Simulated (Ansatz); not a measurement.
**Na on Rh(111): change of the work function**

Aim: the work function of Rh(111) at several coverages of Na (fcc site), and the dipole that each adsorbate carries.

Method: plane-wave DFT, PBE, Ansatz PAW, in Ansatz 0.2.0.

This is a report of a sequence of runs, with the program logs left out and the cost of each run kept.

## (1) Starting point

The cell holds 4 atoms: 4 Rh. Its edges and angles: a = 2.687 Å, b = 2.687 Å, c = 24.582 Å, α = 90.0°, β = 90.0°, γ = 60.0°. Vacuum lies along c.

## (2) The clean slab

The bare slab comes first, as the zero from which every change is counted. The two lowest layers are held at bulk places and the upper ones relax. The dipole correction removes the false field that a one-sided slab makes across the periodic vacuum, so each face gets a flat vacuum level of its own.

The input, input.yaml:

```yaml
crystal:
  lattice:
    - [2.6870057685, 0.0, 0.0]
    - [1.3435028843, 2.3270152556, 0.0]
    - [0.0, 0.0, 24.5817930688]
  atoms:
    - { symbol: Rh, position: [0.0, 0.0, 0.3661246344] }
    - { symbol: Rh, position: [0.3333333333, 0.3333333333, 0.4553748781] }
    - { symbol: Rh, position: [0.6666666667, 0.6666666667, 0.5446251219] }
    - { symbol: Rh, position: [0.0, 0.0, 0.6338753656] }
kpoints:
  mp_grid: { grid: [12, 12, 1] }
hamiltonian:
  xc: pbe
scf:
  occupations: { method: fermi_dirac, width: 0.1 }
  convergence: { dr2_threshold: 1.0e-08 }
efield:
  axis: 3
  dipole_correction: true
  ramp_position: 0.97
  ramp_width: 0.06
relax:
  f_tol: 0.02
  max_steps: 60
  constraints: [{ sites: [0, 1] }]
output:
  write_potential: true
  write_density: true
  volumetric_format: npy
```

The run is started by

```bash
> ansatz run input.yaml --threads 4 --pin off --max-ram 16384MiB --backend cpu --events-out ev --progress --plain --runs-dir out
```

Elapsed: 8.9 s, on 4 threads of Arm Neoverse V1, shared host; peak memory 0.46 GiB.

Step by step:

```
step  energy less that of the first step (eV)  largest force component (eV/Å)
   1                                   0.0000                          0.0350
   2                                  -0.0001                          0.0224
   3                                  -0.0001                          0.0004
```

Forces are held to the 6 operations that the program found; a distortion that breaks them can't arise in this run.

The relaxed structure:

```xyz
4
Lattice="2.6870 0.0000 0.0000 1.3435 2.3270 0.0000 0.0000 0.0000 24.5818" Properties=species:S:1:pos:R:3
Rh    0.0000    0.0000    9.0000
Rh    1.3435    0.7757   11.1939
Rh    2.6870    1.5513   13.3841
Rh    0.0000    0.0000   15.5738
```

Read from the output:

```
energy at zero smearing   : -25609.9437 eV
work function, upper face : 5.167 eV
dipole along the normal   : 6.10e-5 e·Å
```

Running mean over 2.194 Å of the planar mean; the ramp of the sawtooth is left out. Table of electron's electrostatic potential energy less the Fermi level by z:

z (Å), electron's electrostatic potential energy less the Fermi level (eV) and a bar from the least value:
```
      3.5        5.2 ##############################
      4.0        5.2 ##############################
      4.5        5.2 ##############################
      5.0        5.2 ##############################
      5.5        5.2 ##############################
      6.0        5.1 ##############################
      6.5        4.9 ##############################
      7.0        4.2 ############################
      7.5        1.0 #######################
      8.0       -5.6 #############
      8.5      -11.0 ####
      9.0      -12.7 #
      9.5      -13.0 #
     10.0      -13.1 
     10.5      -13.1 
     11.0      -13.2 
     11.5      -13.3 
     12.0      -13.3 
     12.5      -13.3 
     13.0      -13.3 
     13.5      -13.2 
     14.0      -13.2 
     14.5      -13.1 
     15.0      -13.0 
     15.5      -12.8 #
     16.0      -11.5 ###
     16.5       -6.6 ###########
     17.0        0.1 ######################
     17.5        3.9 ############################
     18.0        4.8 #############################
     18.5        5.1 ##############################
     19.0        5.1 ##############################
     19.5        5.2 ##############################
     20.0        5.2 ##############################
     20.5        5.2 ##############################
     21.0        5.2 ##############################
     21.5        5.2 ##############################
```

The relaxation took 3 steps and lowered the energy by 1.3e-4 eV; the largest force on the free atoms ends at 4.0e-4 eV/Å.

The work function of the upper face is 5.17 eV.

## (3) Adsorbate added, k-mesh 4×4×1, coverage 0.111 ML

System of this step: Na/Rh(111). The cell holds 37 atoms: 36 Rh and 1 Na. Cell: a = 8.061 Å, b = 8.061 Å, c = 27.341 Å, α = 90.0°, β = 90.0°, γ = 60.0°. Vacuum lies along c.

The clean slab as it ended is repeated in the plane and the adsorbate is set on one face; the cell's size fixes the coverage, and the k-mesh shrinks with it to keep the sampling density about even. Adsorbate and upper layers relax, since the dipole depends on the height.

The input, input.yaml:

```yaml
crystal:
  lattice:
    - [8.0610173054, -1.0e-10, 0.0]
    - [4.0305086528, 6.9810457668, 0.0]
    - [0.0, 0.0, 27.3410211784]
  atoms:
    - { symbol: Rh, position: [0.0, 0.0, 0.3291757079] }
    - { symbol: Rh, position: [0.1111111111, 0.1111111111, 0.4094189075] }
    - { symbol: Rh, position: [0.2222222222, 0.2222222222, 0.4895240732] }
    - { symbol: Rh, position: [0.0, 0.0, 0.5696133429] }
    - { symbol: Rh, position: [0.0, 0.3333333333, 0.3291757079] }
    - { symbol: Rh, position: [0.1111111111, 0.4444444444, 0.4094189075] }
    - { symbol: Rh, position: [0.2222222222, 0.5555555556, 0.4895240732] }
    - { symbol: Rh, position: [0.0, 0.3333333333, 0.5696133429] }
    - { symbol: Rh, position: [0.0, 0.6666666667, 0.3291757079] }
    - { symbol: Rh, position: [0.1111111111, 0.7777777778, 0.4094189075] }
    - { symbol: Rh, position: [0.2222222222, 0.8888888889, 0.4895240732] }
    - { symbol: Rh, position: [0.0, 0.6666666667, 0.5696133429] }
    - { symbol: Rh, position: [0.3333333333, 0.0, 0.3291757079] }
    - { symbol: Rh, position: [0.4444444444, 0.1111111111, 0.4094189075] }
    - { symbol: Rh, position: [0.5555555556, 0.2222222222, 0.4895240732] }
    - { symbol: Rh, position: [0.3333333333, 0.0, 0.5696133429] }
    - { symbol: Rh, position: [0.3333333333, 0.3333333333, 0.3291757079] }
    - { symbol: Rh, position: [0.4444444444, 0.4444444444, 0.4094189075] }
    - { symbol: Rh, position: [0.5555555556, 0.5555555556, 0.4895240732] }
    - { symbol: Rh, position: [0.3333333333, 0.3333333333, 0.5696133429] }
    - { symbol: Rh, position: [0.3333333333, 0.6666666667, 0.3291757079] }
    - { symbol: Rh, position: [0.4444444444, 0.7777777778, 0.4094189075] }
    - { symbol: Rh, position: [0.5555555556, 0.8888888889, 0.4895240732] }
    - { symbol: Rh, position: [0.3333333333, 0.6666666667, 0.5696133429] }
    - { symbol: Rh, position: [0.6666666667, 0.0, 0.3291757079] }
    - { symbol: Rh, position: [0.7777777778, 0.1111111111, 0.4094189075] }
    - { symbol: Rh, position: [0.8888888889, 0.2222222222, 0.4895240732] }
    - { symbol: Rh, position: [0.6666666667, 0.0, 0.5696133429] }
    - { symbol: Rh, position: [0.6666666667, 0.3333333333, 0.3291757079] }
    - { symbol: Rh, position: [0.7777777778, 0.4444444444, 0.4094189075] }
    - { symbol: Rh, position: [0.8888888889, 0.5555555556, 0.4895240732] }
    - { symbol: Rh, position: [0.6666666667, 0.3333333333, 0.5696133429] }
    - { symbol: Rh, position: [0.6666666667, 0.6666666667, 0.3291757079] }
    - { symbol: Rh, position: [0.7777777778, 0.7777777778, 0.4094189075] }
    - { symbol: Rh, position: [0.8888888889, 0.8888888889, 0.4895240732] }
    - { symbol: Rh, position: [0.6666666667, 0.6666666667, 0.5696133429] }
    - { symbol: Na, position: [0.1111111111, 0.1111111111, 0.6708242921] }
kpoints:
  mp_grid: { grid: [4, 4, 1] }
hamiltonian:
  xc: pbe
scf:
  occupations: { method: fermi_dirac, width: 0.1 }
  convergence: { dr2_threshold: 1.0e-08 }
efield:
  axis: 3
  dipole_correction: true
  ramp_position: 0.97
  ramp_width: 0.06
relax:
  f_tol: 0.02
  max_steps: 60
  constraints:
    - { sites: [0, 1, 4, 5, 8, 9, 12, 13, 16, 17, 20, 21, 24, 25, 28, 29, 32, 33] }
output:
  write_potential: true
  write_density: true
  volumetric_format: npy
```

Run time: 11 min. Hardware: 4 threads; peak memory 9.6 GiB; 31 min of CPU time.

The steps of the relaxation:

```
step  energy less that of the first step (eV)  largest force component (eV/Å)
   1                                   0.0000                          0.6385
   2                                  -0.0647                          0.4181
   3                                  -0.0973                          0.1280
   4                                  -0.0998                          0.0235
   5                                  -0.0999                          0.0009
```

Forces are held to the 6 operations that the program found; a distortion that breaks them can't arise in this run.

The atoms that moved most (Å):

```
atom      dx      dy      dz  length
Na37   0.000   0.000  -0.276   0.276
Rh20  -0.003  -0.002   0.017   0.017
Rh32   0.003  -0.002   0.017   0.017
Rh24   0.000   0.004   0.017   0.017
 Rh4  -0.012  -0.007  -0.003   0.014
 Rh8   0.000   0.014  -0.003   0.014
Rh16   0.012  -0.007  -0.003   0.014
Rh36   0.000   0.000   0.008   0.008
```

Final coordinates:

```cif
data_structure
_symmetry_space_group_name_H-M 'P 1'
_symmetry_Int_Tables_number 1
_cell_length_a 8.0610
_cell_length_b 8.0610
_cell_length_c 27.3410
_cell_angle_alpha 90.000
_cell_angle_beta 90.000
_cell_angle_gamma 60.000
_cell_volume 1538.60
loop_
_atom_site_label
_atom_site_type_symbol
_atom_site_fract_x
_atom_site_fract_y
_atom_site_fract_z
_atom_site_occupancy
Rh1 Rh 0.00000 0.00000 0.32918 1
Rh2 Rh 0.11111 0.11111 0.40942 1
Rh3 Rh 0.22225 0.22225 0.48962 1
Rh4 Rh 0.99899 0.99899 0.56950 1
Rh5 Rh 0.00000 0.33333 0.32918 1
Rh6 Rh 0.11111 0.44444 0.40942 1
Rh7 Rh 0.22243 0.55545 0.48980 1
Rh8 Rh 0.99899 0.33536 0.56950 1
Rh9 Rh 0.00000 0.66667 0.32918 1
Rh10 Rh 0.11111 0.77778 0.40942 1
Rh11 Rh 0.22225 0.88883 0.48962 1
Rh12 Rh 0.00008 0.66663 0.56991 1
Rh13 Rh 0.33333 0.00000 0.32918 1
Rh14 Rh 0.44444 0.11111 0.40942 1
Rh15 Rh 0.55545 0.22243 0.48980 1
Rh16 Rh 0.33536 0.99899 0.56950 1
Rh17 Rh 0.33333 0.33333 0.32918 1
Rh18 Rh 0.44444 0.44444 0.40942 1
Rh19 Rh 0.55545 0.55545 0.48980 1
Rh20 Rh 0.33306 0.33306 0.57022 1
Rh21 Rh 0.33333 0.66667 0.32918 1
Rh22 Rh 0.44444 0.77778 0.40942 1
Rh23 Rh 0.55596 0.88869 0.48952 1
Rh24 Rh 0.33306 0.66722 0.57022 1
Rh25 Rh 0.66667 0.00000 0.32918 1
Rh26 Rh 0.77778 0.11111 0.40942 1
Rh27 Rh 0.88883 0.22225 0.48962 1
Rh28 Rh 0.66663 0.00008 0.56991 1
Rh29 Rh 0.66667 0.33333 0.32918 1
Rh30 Rh 0.77778 0.44444 0.40942 1
Rh31 Rh 0.88869 0.55596 0.48952 1
Rh32 Rh 0.66722 0.33306 0.57022 1
Rh33 Rh 0.66667 0.66667 0.32918 1
Rh34 Rh 0.77778 0.77778 0.40942 1
Rh35 Rh 0.88869 0.88869 0.48952 1
Rh36 Rh 0.66663 0.66663 0.56991 1
Na37 Na 0.11111 0.11111 0.66074 1
```

Read from the output:

| Quantity | Value |
| --- | --- |
| energy at zero smearing | -231977.0859 eV |
| work function, upper face | 2.878 eV |
| work function, lower face | 5.180 eV |
| dipole along the normal | 0.7160 e·Å |
| step between the vacuum levels | -2.302 eV |

Running mean over 2.194 Å of the planar mean; the ramp of the sawtooth is left out. Electron's electrostatic potential energy less the Fermi level against z:

```
z (Å)  electron's electrostatic potential energy less the Fermi level (eV)
    4                                                                 5.18
    5                                                                 5.17
    6                                                                 5.11
    7                                                                 4.17
    8                                                                -5.56
    9                                                                -12.7
   10                                                                -13.1
   11                                                                -13.2
   12                                                                -13.3
   13                                                                -13.3
   14                                                                -13.2
   15                                                                -13.0
   16                                                                -11.6
   17                                                               -0.818
   18                                                                 2.74
   19                                                                 2.58
   20                                                                 2.85
   21                                                                 2.87
   22                                                                 2.88
   23                                                                 2.88
   24                                                                 2.88
```

The relaxation took 5 steps and lowered the energy by 0.100 eV; the largest force on the free atoms ends at 8.8e-4 eV/Å.

The covered face has 2.88 eV, -2.29 eV against the clean one; the bare back face has moved by +0.01 eV, a measure of how thin the slab is.

(Part 1 of 2 ends here.)

[Long decimals in the printed logs are rounded to 6 places.]

[Logs are printed without paths, hosts, clocks, repeated set-up lines and the standing remarks that a program may print on its own settings, such as how far it seeks lower states.]

[Hosts, paths, dates, database ids (printed as entryN), source tags and the programs' standing remarks are cut or masked in the printed files.]

[Maps of the electrostatic potential energy from Ansatz leave out the sawtooth potential of an applied field or a dipole correction, so their vacuum need not be flat; planar profiles and work functions include it.]
